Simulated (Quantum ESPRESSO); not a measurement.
# MgS (Niningerite): zone-centre phonons

Which modes does MgS (Niningerite) have at the zone centre?

Main program and level: Quantum ESPRESSO 7.5; DFT LDA, scalar-relativistic, plane waves, PseudoDojo norm-conserving pseudopotentials.

Report form: the programs' logs are mostly left out.

**1. Starting point**

It takes space group Fm-3m (No. 225, cubic). Conventional cell: a = 5.203 Å, b = 5.203 Å, c = 5.203 Å, α = 90.00°, β = 90.00°, γ = 90.00°. Nearest to Mg lie 6 S at 2.60 Å. S has 6 Mg at 2.60 Å nearest. Farther neighbours and most contacts between anions are not listed.

**2. A probe with smearing**

A cheap run with smearing and empty bands tells whether the crystal has a gap, which decides between fixed occupations and smearing later on.

probe.in

```
&control
   calculation = 'scf'
   prefix = 'x'
   outdir = './tmp'
   pseudo_dir = './pseudo'
   tprnfor = .true.
   tstress = .true.
   verbosity = 'high'
/
&system
   ibrav = 0
   nat = 2
   ntyp = 2
   ecutwfc = 84.0
   occupations = 'smearing'
   smearing = 'gaussian'
   degauss = 0.01
/
&electrons
   conv_thr = 1.0d-07
   mixing_beta = 0.7
   electron_maxstep = 100
/
ATOMIC_SPECIES
 Mg     24.3050  Mg.upf
 S      32.0600  S.upf
CELL_PARAMETERS angstrom
     0.000000000    2.601650000    2.601650000
     2.601650000    0.000000000    2.601650000
     2.601650000    2.601650000    0.000000000
ATOMIC_POSITIONS crystal
 Mg     0.000000000   0.000000000   0.000000000
 S      0.500000000   0.500000000   0.500000000
K_POINTS automatic
 6 6 6 0 0 0
```

The run is started by

```bash
OMP_NUM_THREADS=1 mpirun -n 4 pw.x -nk 4 -in probe.in > probe.out
```

The job ended after 12 s (4 MPI ranks of Intel Xeon at 2.50GHz (Skylake/Cascade Lake), shared host; 37 s of CPU time).

This step gave:

| Property | Result |
| --- | --- |
| volume per atom | 17.61 Å³ |
| pressure | -3.147 GPa |
| gap on the k-mesh | 2.559 eV |

A gap of 2.6 eV opens on this mesh, so the crystal is taken as an insulator; the start stands at -3.1 GPa.

**3. Relaxation**

The relaxation runs at a cutoff a fifth above that of the response, since stress converges more slowly with the basis than frequencies do. Forces and stress are brought to rest with tight thresholds.

relax.in

```
&control
   calculation = 'vc-relax'
   prefix = 'x'
   outdir = './tmp'
   pseudo_dir = './pseudo'
   tprnfor = .true.
   tstress = .true.
   forc_conv_thr = 2.0d-05
   etot_conv_thr = 1.0d-07
   nstep = 40
/
&system
   ibrav = 0
   nat = 2
   ntyp = 2
   ecutwfc = 101
   occupations = 'fixed'
   nbnd = 10
/
&electrons
   conv_thr = 1.0d-11
   mixing_beta = 0.7
   electron_maxstep = 100
/
&ions
/
&cell
   press_conv_thr = 0.2
/
ATOMIC_SPECIES
 Mg     24.3050  Mg.upf
 S      32.0600  S.upf
CELL_PARAMETERS angstrom
     0.000000000    2.601650000    2.601650000
     2.601650000    0.000000000    2.601650000
     2.601650000    2.601650000    0.000000000
ATOMIC_POSITIONS crystal
 Mg     0.000000000   0.000000000   0.000000000
 S      0.500000000   0.500000000   0.500000000
K_POINTS automatic
 6 6 6 0 0 0
```

The run is started by

```bash
OMP_NUM_THREADS=1 mpirun -n 4 pw.x -nk 4 -in relax.in > relax.out
```

Elapsed: 1.8 min, on 4 MPI ranks; 4.6 min of CPU time.

Step by step:

```
step  energy less that of the first step (eV)  largest force (eV/Å)  pressure (GPa)  volume (Å³)
   1                                   0.0000                0.0000           -3.14        35.22
   2                                  -0.0090                0.0000           -1.98        34.66
   3                                  -0.0144                0.0000           -0.07        33.83
   4                                  -0.0144                0.0000            0.00        33.80
   5                                  -0.0144                0.0000            0.00        33.80
   6                                  -0.0144                0.0000            0.00        33.80
```

```
conventional cell, symmetrised  before  after  change
                         a (Å)   5.203  5.132  -1.4 %
                         b (Å)   5.203  5.132  -1.4 %
                         c (Å)   5.203  5.132  -1.4 %
              volume (Å³/atom)   17.61  16.90  -4.0 %
```

Final coordinates:

```cif
data_structure
_symmetry_space_group_name_H-M 'P 1'
_symmetry_Int_Tables_number 1
_cell_length_a 3.6292
_cell_length_b 3.6292
_cell_length_c 3.6292
_cell_angle_alpha 60.000
_cell_angle_beta 60.000
_cell_angle_gamma 60.000
_cell_volume 33.80
loop_
_atom_site_label
_atom_site_type_symbol
_atom_site_fract_x
_atom_site_fract_y
_atom_site_fract_z
_atom_site_occupancy
Mg1 Mg 0.00000 0.00000 0.00000 1
S2 S 0.50000 0.50000 0.50000 1
```

The last row of the table of steps is pw.x's closing run on a basis chosen anew for the final cell, so its energy can jump.

This step gave:

```
volume per atom   : 16.90 Å³
pressure          : 0 GPa
gap on the k-mesh : 2.644 eV
```

The volume changes by -4.0 % from the cell with which this run began.

**4. Self-consistent run for the response**

The response is built on this ground state, so it is converged far tighter than an energy would need. With a gap, occupations are fixed, which also allows the response to an electric field.

scf.in

```
&control
   calculation = 'scf'
   prefix = 'x'
   outdir = './tmp'
   pseudo_dir = './pseudo'
   tprnfor = .true.
   tstress = .true.
/
&system
   ibrav = 0
   nat = 2
   ntyp = 2
   ecutwfc = 84.0
   occupations = 'fixed'
   nbnd = 10
/
&electrons
   conv_thr = 1.0d-12
   mixing_beta = 0.7
   electron_maxstep = 100
/
ATOMIC_SPECIES
 Mg     24.3050  Mg.upf
 S      32.0600  S.upf
CELL_PARAMETERS angstrom
     0.000000000    2.566206455    2.566206455
     2.566206455    0.000000000    2.566206455
     2.566206455    2.566206455    0.000000000
ATOMIC_POSITIONS crystal
 Mg     0.000000000   0.000000000   0.000000000
 S      0.500000000   0.500000000   0.500000000
K_POINTS automatic
 6 6 6 0 0 0
```

The run is started by

```bash
OMP_NUM_THREADS=1 mpirun -n 4 pw.x -nk 4 -in scf.in > scf.out
```

It took 26 s on 4 MPI ranks.

This step gave:

- pressure: -0.015 GPa
- gap on the k-mesh: 2.645 eV

The cell stands at -0.015 GPa, close enough for phonons.

**5. Linear response at Γ**

At q = 0 one unit cell holds all displacements; symmetry groups them into irreducible representations that are solved one by one. The response to a field gives ε∞ and the Born charges, which polar modes need.

ph.in

```
phonons
&inputph
   prefix = 'x'
   outdir = './tmp'
   fildyn = 'g.dyn'
   tr2_ph = 1.0d-18
   epsil = .true.
/
0.000000000000 0.000000000000 0.000000000000
```

The run is started by

```bash
OMP_NUM_THREADS=1 mpirun -n 4 ph.x -nk 4 -in ph.in > ph.out
```

It took 3.3 min on 4 MPI ranks.

This step gave:

```
miss of the charge sum rule                                       : 0.08250 e
largest acoustic frequency at the zone centre before the sum rule : 2.67 cm⁻¹
highest optical zone-centre mode (no LO-TO term)                  : 251.0 cm⁻¹
lowest optical zone-centre mode                                   : 251.0 cm⁻¹
mean high-frequency dielectric constant                           : 5.855
largest Born charge in size (third of the trace)                  : 2.383 e
```

Born charge (rows field, columns displacement), before the sum rule (e), principal values of the symmetric part by kind of site:

```
atom  atoms with these values    low  middle   high   mean
 Mg1                        1   2.30    2.30   2.30   2.30
  S2                        1  -2.38   -2.38  -2.38  -2.38
```

In full for S2:

```
-2.38  0.00  0.00
 0.00 -2.38  0.00
 0.00  0.00 -2.38
```

High-frequency dielectric tensor:

```
5.86 0.00 0.00
0.00 5.86 0.00
0.00 0.00 5.86
```

The acoustic modes at Γ come out as far as 2.7 cm⁻¹ from zero, where they should vanish, a small numerical error; the Born charges miss their sum rule by 0.083 e, too much: mesh or cutoff is short for the field response.

**6. Zone-centre analysis**

A rigid shift of the crystal must cost nothing, but grids and finite bases break this; the acoustic sum rule is imposed before the matrix is diagonalised again. With Born charges the intensities follow, and the static dielectric tensor.

dynmat.in

```
&input
   fildyn = 'g.dyn'
   asr = 'simple'
   fileig = 'dynmat.eig'
   lperm = .true.
/
```

The run is started by

```bash
dynmat.x -in dynmat.in > dynmat.out
```

Wall time 0.89 s (1 thread).

Read from the output:

| Quantity | Value |
| --- | --- |
| mean static dielectric constant | 15.02 |

Unit eigenvectors of the mass-weighted matrix after the sum rule; no LO-TO term. Modes at Γ, with each element's share of the kinetic energy:

```
mode  frequency (cm⁻¹)  symmetry  Mg %  S %
   1               0.0  acoustic    43   57
   2               0.0  acoustic    43   57
   3               0.0  acoustic    43   57
   4             251.0       T1u    57   43
   5             251.0       T1u    57   43
   6             251.0       T1u    57   43
```

Displacements in mode 6 (251.0 cm⁻¹), the largest set to 1:
```
Mg1  0.00  0.00  1.00
S2   0.00  0.00 -0.76
```

Degenerate modes summed, no LO-TO term. Lines of the infrared spectrum (strongest = 100):

```
position (cm⁻¹)  lines merged  label  IR intensity, relative
            251             3    T1u                     100
```

Static dielectric tensor (ions relaxed, fixed cell):

```
15.02  0.00  0.00
 0.00 15.02  0.00
 0.00  0.00 15.02
```

The rule moves no optical mode by more than 0.1 cm⁻¹.

**7. The LO-TO splitting (1 0 0)**

A longitudinal polar mode sets up a macroscopic field that stiffens it; the term hangs on the direction from which q goes to zero.

dynmat.in

```
&input
   fildyn = 'g.dyn'
   asr = 'simple'
   fileig = 'dynmat.eig'
   q(1) = 1.0
   q(2) = 0.0
   q(3) = 0.0
/
```

The run is started by

```bash
dynmat.x -in dynmat.in > dynmat.out
```

Elapsed: 0.96 s, on 1 thread.

This step gave:

- highest mode moved by the LO-TO term: 402.0 cm⁻¹

Zone-centre frequencies as printed; negative means imaginary. Modes:

```
mode  frequency (cm⁻¹)
   1                 0
   2                 0
   3                 0
   4               251
   5               251
   6               402
```

The field moves one mode, from 251 to 402 cm⁻¹; the others stay.

**8. What came out**

```yaml
space_group_after_relaxation: Fm-3m
volume_per_atom: 16.9 Å³
gap_on_the_k_mesh: 2.64 eV
highest_optical_zone_centre_mode_no_lo_to_term: 251.0 cm⁻¹
highest_mode_moved_by_the_lo_to_term_probably_not_converged_in_the_k_mesh: 402.0 cm⁻¹
mean_high_frequency_dielectric_constant_probably_not_converged_in_the_k_mesh: 5.86
largest_born_charge_in_size_third_of_the_trace_probably_not_converged_in_the_k_mesh: 2.38 e
mean_static_dielectric_constant_probably_not_converged_in_the_k_mesh: 15.0
imaginary_optical_modes_at_the_zone_centre_no_q_mesh_in_this_session: none
```

At the LDA level the optical modes of MgS (Niningerite) at the zone centre (no LO-TO term) lie at 251 cm⁻¹. Along the directions run, the highest mode that the macroscopic field moves lies at 402 cm⁻¹. Lattice motion raises the mean dielectric constant from 5.855 to 15.02. The Born charges miss their sum rule by 0.083 e, a sign that the k mesh or the cutoff is short for the field response. ε∞, the Born charges and what follows from them are probably not converged in the k mesh. The Lyddane-Sachs-Teller relation holds: (ωLO/ωTO)² is 2.57 and ε₀/ε∞ is 2.57. Left out of this account: PBE with PseudoDojo NC, since it is gradient-corrected and no frozen-mode check or second program bears its response out; PBEsol with PseudoDojo NC, since it is gradient-corrected and no frozen-mode check or second program bears its response out. What is said of the levels holds for those shown. These are harmonic frequencies at zero temperature: anharmonic shifts and linewidths and thermal expansion are left out.

[Host names and launcher messages were left out of these logs when they were recorded.]

[Logs are printed without paths, hosts, clocks, repeated set-up lines and the standing remarks that a program may print on its own settings, such as how far it seeks lower states.]

[Hosts, paths, dates, database ids (printed as entryN), source tags and the programs' standing remarks are cut or masked in the printed files.]
